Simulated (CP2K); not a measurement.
Consider diacetylene at its PBE geometry (Å).

```xyz
6

C     1.8741    0.3123   -0.0549
C     0.6724    0.1116   -0.0190
C    -0.6724   -0.1116    0.0190
C    -1.8741   -0.3123    0.0549
H     2.9283    0.4900   -0.0852
H    -2.9283   -0.4900    0.0852
```

Method: CP2K XAS_TDP, all-electron GAPW, PBEh(45%), aug-cc-pVTZ, TDA, GW2X-corrected core level, no relativity.

Predict the bright core excitations at the C K edge.

Leading lines: C1 285.03 eV and C2 285.85 eV. The leading line of an atom is its first one with 35 % of the strongest within 2.5 eV of its lowest line over the strength cut. Core ionisation energies at this level: C1 290.52 and C2 291.10 eV.

The first six lines of each atom with a strength over 0.0015:

```tsv
atom	energy (eV)	states	strength, one atom	above the computed threshold
C1 (bonded to C and H), 2 alike	285.03	2	0.0960	
	288.44	1	0.0074	
	289.14	1	0.0039	
	289.90	2	0.0113	
	291.95	2	0.0057	yes
	292.51	2	0.0026	yes
C2 (bonded to 2 C), 2 alike	285.85	2	0.0703	
	290.36	2	0.0389	
	290.57	1	0.0017	
	290.93	2	0.0026	
	291.53	1	0.0019	yes
	292.11	2	0.0228	yes
```

Lines are vertical, at one geometry, with no vibrational structure. GW2X ionisation energies and lines can be off by 1 to 2 eV either way, and a good line position may hide errors that cancel. These values hold no scalar relativity, about 0.1 eV for C 1s. Rydberg lines, and the discretised continuum above threshold, depend on the basis and the box.

[Banner, clock and machine lines of the logs are left out without a mark of their own.]

[Logs are printed without paths, hosts, clocks, repeated set-up lines and the standing remarks that a program may print on its own settings, such as how far it seeks lower states.]

[Hosts, paths, dates, database ids (printed as entryN), source tags and the programs' standing remarks are cut or masked in the printed files.]
